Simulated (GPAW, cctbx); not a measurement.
# Al4Sb3P: the scripts behind a bonding study

Short scripts, each with its output. The cell is our own: ordered zincblende alloy in the eight-atom cube, 3 of 4 P sites given to Sb.

## Step 1: Relax the structure

```text
cell
1.0
     6.050000000    0.000000000    0.000000000
     0.000000000    6.050000000    0.000000000
     0.000000000    0.000000000    6.050000000
Sb Al P
3 4 1
Direct
0.000000000 0.000000000 0.500000000
0.000000000 0.500000000 0.000000000
0.500000000 0.000000000 0.000000000
0.250000000 0.250000000 0.750000000
0.250000000 0.750000000 0.250000000
0.750000000 0.250000000 0.250000000
0.750000000 0.750000000 0.750000000
0.500000000 0.500000000 0.500000000
```

```python
from ase.constraints import FixSymmetry
from ase.filters import FrechetCellFilter
from ase.io import read, write
from ase.optimize import BFGS
from ase.parallel import parprint
from gpaw import GPAW, PW, FermiDirac

atoms = read("start.vasp")
atoms.set_constraint(FixSymmetry(atoms))
atoms.calc = GPAW(mode=PW(650), xc="PBE", kpts={"size": (4, 4, 4), "gamma": True},
                 occupations=FermiDirac(0.02), maxiter=160, symmetry={"tolerance": 1e-5}, txt="relax.txt")
BFGS(FrechetCellFilter(atoms), maxstep=0.15).run(fmax=0.02, steps=60)
parprint("cell  %.4f %.4f %.4f  %.2f %.2f %.2f" % tuple(atoms.cell.cellpar()))
parprint("volume %.3f A^3, largest force %.3f eV/A, largest stress %.2f GPa" % (atoms.get_volume(), abs(atoms.get_forces()).max(), 160.218 * abs(atoms.get_stress()).max()))
atoms.set_constraint()
write("relaxed.vasp", atoms, direct=True)
```

```console
$ OMP_NUM_THREADS=1 mpirun -n 4 gpaw python run.py > gpaw.log
```

```text
      Step        Energy          fmax
BFGS:    0      -34.984394        1.468847
BFGS:    1      -35.100457        1.288180
BFGS:    2      -35.440154        0.212208
BFGS:    3      -35.448425        0.076221
BFGS:    4      -35.448769        0.073612
BFGS:    5      -35.449440        0.061085
BFGS:    6      -35.450242        0.039247
BFGS:    7      -35.450876        0.027470
BFGS:    8      -35.451010        0.007777
cell  6.0383 6.0383 6.0383  90.00 90.00 90.00
volume 220.165 A^3, largest force 0.004 eV/A, largest stress 0.01 GPa
```

Time: 3.9 min on 4 cores of Arm Neoverse N1 (shared host), peak memory 1.2 GiB.

## Step 2: Build the all-electron density and subtract free atoms

```text
cell
1.0
     6.038323820    0.000000000    0.000000000
     0.000000000    6.038323820    0.000000000
     0.000000000    0.000000000    6.038323820
Sb P Al
3 1 4
Direct
0.000000000 0.000000000 0.500000000
0.000000000 0.500000000 0.000000000
0.500000000 0.000000000 0.000000000
0.500000000 0.500000000 0.500000000
0.264549260 0.264549260 0.735450740
0.264549260 0.735450740 0.264549260
0.735450740 0.264549260 0.264549260
0.735450740 0.735450740 0.735450740
```

```python
import numpy as np
from ase.io import read
from ase.units import Bohr
from gpaw import GPAW, PW, FermiDirac
from gpaw.calculator import GPAW as OldGPAW
from gpaw.mpi import serial_comm, world
from scipy.special import erfc
from scipy.spatial import cKDTree

atoms = read("cell.vasp")
atoms.calc = GPAW(mode=PW(600), xc="PBE", kpts={"size": (4, 4, 4), "gamma": True},
                 occupations=FermiDirac(0.02), maxiter=160, symmetry={"tolerance": 1e-5}, txt="scf.txt")
atoms.get_potential_energy()
rho = atoms.calc.get_all_electron_density(gridrefinement=2)
moments = atoms.get_magnetic_moments() if atoms.calc.get_number_of_spins() == 2 else np.zeros(len(atoms))
total = atoms.get_magnetic_moment() if moments.any() else 0.0
if world.rank == 0:
    free = OldGPAW(mode=PW(600), xc="PBE", txt=None, communicator=serial_comm)
    neutral = atoms.copy()
    neutral.set_initial_magnetic_moments(None)
    free.initialize(neutral)
    free.set_positions(neutral)
    drho = rho - free.get_all_electron_density(gridrefinement=2)
    # GPAW starts from confined atoms: exchange their smooth part for that of the datasets' free atoms
    h = np.stack(np.meshgrid(*[np.fft.fftfreq(n, 1 / n) for n in drho.shape], indexing="ij"), -1)
    gabs = np.linalg.norm(h @ atoms.cell.reciprocal(), axis=-1)
    tails = np.fft.fftn(free.get_pseudo_density(gridrefinement=2))
    g, form, v0 = np.linspace(0, gabs.max(), 1500), {}, 0
    for e in set(atoms.symbols):
        idx = atoms.symbols.search(e)
        d = free.setups[idx[0]].data
        r, w = d.rgd.r_g * Bohr, d.rgd.r_g**2 * d.rgd.dr_g
        j0 = np.sinc(2 * g[:, None] * r)
        smooth = sum(f * p**2 for f, p in zip(d.f_j, d.phit_jg)) + np.sqrt(4 * np.pi) * d.nct_g
        full = sum(f * p**2 for f, p in zip(d.f_j, d.phi_jg)) + np.sqrt(4 * np.pi) * d.nc_g
        phase = sum(np.exp(-2j * np.pi * h @ s) for s in atoms.get_scaled_positions()[idx])
        tails -= np.interp(gabs, g, j0 @ (smooth * w)) * phase * drho.size / atoms.get_volume()
        form[e] = j0 @ (full * w)
        v0 += 2 * np.pi / 3 * 14.3996 * (full * w * r**2).sum() * len(idx)  # V A^3
    tails *= 0.5 * erfc((gabs - 1.8) / 0.25)  # the tails differ at long wavelengths alone
    drho += np.fft.ifftn(tails).real  # crystal minus superposed spherical free atoms
    np.save("drho.npy", drho)
    dv = atoms.get_volume() / drho.size
    print("grid", drho.shape, " electrons %.3f" % (rho.sum() * dv), " moved by bonding %.3f e" % (abs(drho).sum() * dv / 2))
    pts = np.indices(drho.shape).reshape(3, -1).T / drho.shape @ atoms.cell
    shifts = (np.indices((3, 3, 3)).reshape(3, -1).T - 1) @ atoms.cell
    images = (atoms.positions[None] + shifts[:, None]).reshape(-1, 3)
    dist, idx = cKDTree(images).query(pts, k=4)
    out = drho.ravel()[dist[:, 0] > 0.5]
    print("deformation density beyond 0.5 A of the nuclei: max %.3f, min %.3f e/A^3" % (out.max(), out.min()))
    tie = dist < dist[:, :1] + 1e-4
    q = -np.bincount((idx % len(atoms))[tie], (drho.ravel()[:, None] / tie.sum(1, keepdims=True) * tie)[tie], len(atoms)) * dv
    print("atom        x       y       z   Voronoi charge  moment")
    for a, s, c, m in zip(atoms, atoms.get_scaled_positions(), q, moments):
        print("%-2s%-3d %7.4f %7.4f %7.4f %10.3f %10.2f" % (a.symbol, a.index + 1, *s, c, m))
    np.savez("free.npz", g=g, **form)
    print("mean inner potential of superposed free atoms %.3f V" % (v0 / atoms.get_volume()))
    print("total magnetic moment %.3f muB" % total)
```

```console
$ OMP_NUM_THREADS=1 mpirun -n 4 gpaw python run.py > gpaw.log
```

```text
grid (70, 70, 70)  electrons 220.000  moved by bonding 2.058 e
deformation density beyond 0.5 A of the nuclei: max 0.152, min -0.082 e/A^3
atom        x       y       z   Voronoi charge  moment
Sb1    0.0000  0.0000  0.5000     -0.100       0.00
Sb2    0.0000  0.5000  0.0000     -0.100       0.00
Sb3    0.5000  0.0000  0.0000     -0.100       0.00
P 4    0.5000  0.5000  0.5000     -0.223       0.00
Al5    0.2645  0.2645  0.7355      0.131       0.00
Al6    0.2645  0.7355  0.2645      0.131       0.00
Al7    0.7355  0.2645  0.2645      0.131       0.00
Al8    0.7355  0.7355  0.7355      0.131       0.00
mean inner potential of superposed free atoms 13.460 V
total magnetic moment 0.000 muB
```

Time: 42 s.

## Step 3: Fourier-transform the difference

```python
from cctbx import adptbx, crystal, miller, xray
from cctbx.eltbx import tiny_pse
import numpy as np

cs = crystal.symmetry(unit_cell=(6.0383, 6.0383, 6.0383, 90, 90, 90), space_group_symbol='Hall: P -4 2 3')  # P-43m
atoms = [  # label, site, U (iso, or U11 U22 U33 U12 U13 U23 in A^2), occupancy
    ("Sb1", (0, 0, 0.5), 0.0000, 1),
    ("P1", (0.5, 0.5, 0.5), 0.0000, 1),
    ("Al1", (0.26455, 0.26455, 0.73545), 0.0000, 1),
]
xs = xray.structure(crystal_symmetry=cs)
for label, site, u, occ in atoms:
    u = adptbx.u_cif_as_u_star(cs.unit_cell(), u) if isinstance(u, tuple) else u
    xs.add_scatterer(xray.scatterer(label, site=site, u=u, occupancy=occ))
xs.scattering_type_registry(table="wk1995")
drho = np.load("drho.npy")
T = np.array([[1, 0, 0], [0, 1, 0], [0, 0, 1]])  # conventional axes in terms of the primitive ones
dF = np.fft.ifftn(drho) * 220.16547  # electrons a conventional cell, indexed by primitive hkl
ms = miller.build_set(cs, anomalous_flag=False, d_min=0.9).sort("resolution")
iam = ms.structure_factors_from_scatterers(xs, algorithm="direct").f_calc()
p1 = xs.expand_to_p1()
z = np.array([tiny_pse.table(sc.scattering_type).atomic_number() for sc in p1.scatterers()])
x = np.array(p1.sites_frac())
free = np.load("free.npz")
print("static structure factors of the conventional cell: F in electrons, V (Mott-Bethe) in volts")
print("   h  k  l      d  |F| table  |F| free   |F| DFT   change   |V| free  |V| DFT  change %")
for h, d, table in list(zip(ms.indices(), ms.d_spacings().data(), iam.data()))[:26]:
    df = dF[tuple(np.rint(np.linalg.solve(T, h)).astype(int))]
    phase = np.exp(2j * np.pi * x @ h)
    f = sum(np.interp(1 / d, free["g"], free[sc.scattering_type]) * p for sc, p in zip(p1.scatterers(), phase))
    fz = (z * phase).sum()
    c = 14.3996 * d * d / (np.pi * cs.unit_cell().volume())
    v0, v1 = abs(fz - f) * c, abs(fz - f - df) * c
    print("%4d%3d%3d %7.4f %9.3f %9.3f %9.3f %8.3f %9.3f %8.3f %8s" % (h + (d, abs(table), abs(f), abs(f + df), abs(f + df) - abs(f), v0, v1, "%.1f" % (100 * (v1 / v0 - 1)) if v0 > 0.02 else "-")))
```

```console
$ python run.py
```

```text
static structure factors of the conventional cell: F in electrons, V (Mott-Bethe) in volts
   h  k  l      d  |F| table  |F| free   |F| DFT   change   |V| free  |V| DFT  change %
   0  1  0  6.0383    30.371    30.369    30.394    0.025     0.671    0.652     -2.9
   0  1  1  4.2697    33.196    33.199    33.143   -0.056     0.899    0.920      2.4
   1  1  1  3.4862   150.769   150.868   151.619    0.751     6.374    6.184     -3.0
   0  2  0  3.0191   102.039   102.034   102.310    0.276     2.815    2.762     -1.9
   0  2  1  2.7004    34.547    34.543    34.406   -0.137     0.930    0.951      2.2
   1  2  1  2.4651    31.516    31.507    31.337   -0.170     0.794    0.817      2.9
   0  2  2  2.1349   160.063   160.075   159.613   -0.462     5.523    5.567      0.8
   1  2  2  2.0128    25.849    25.838    25.856    0.018     0.475    0.473     -0.3
   0  3  0  2.0128    38.011    37.989    37.870   -0.119     1.020    1.030      1.0
   0  3  1  1.9095    29.135    29.119    29.117   -0.002     0.620    0.620      0.0
   1  3  1  1.8206   123.203   123.179   122.570   -0.608     3.595    3.639      1.2
   2  2  2  1.7431    86.674    86.711    86.556   -0.155     2.015    2.026      0.6
   0  3  2  1.6747    18.517    18.519    18.549    0.030     0.212    0.210     -0.8
   1  3  2  1.6138    26.301    26.283    26.354    0.071     0.528    0.524     -0.6
   0  4  0  1.5096   138.083   137.943   137.634   -0.309     3.730    3.745      0.4
   2  3  2  1.4645    33.086    33.047    33.118    0.071     0.741    0.738     -0.4
   0  4  1  1.4645    22.783    22.775    22.810    0.035     0.393    0.391     -0.4
   1  4  1  1.4232    26.799    26.774    26.823    0.049     0.573    0.571     -0.3
   0  3  3  1.4232    22.802    22.794    22.802    0.008     0.396    0.396     -0.1
   1  3  3  1.3853   108.926   108.836   109.052    0.216     2.651    2.642     -0.3
   0  4  2  1.3502    78.006    78.021    77.947   -0.074     1.603    1.605      0.2
   1  4  2  1.3177    26.331    26.315    26.339    0.024     0.513    0.512     -0.2
   2  3  3  1.2874    26.015    26.000    26.016    0.016     0.509    0.508     -0.2
   2  4  2  1.2326   123.228   123.087   123.230    0.144     2.906    2.901     -0.2
   0  4  3  1.2077    29.415    29.396    29.439    0.044     0.600    0.599     -0.2
   0  5  0  1.2077    11.048    11.093    11.092   -0.001     0.059    0.059      0.1
```

Time: 0.51 s on 1 core of Arm Neoverse N1 (shared host), peak memory 0.08 GiB.

[Outputs are excerpts: Python notices, other lines and further rows are left out; steps that failed or that the build refused (PBEsol, TPSS) are not shown.]

[Logs are printed without paths, hosts, clocks, repeated set-up lines and the standing remarks that a program may print on its own settings, such as how far it seeks lower states.]
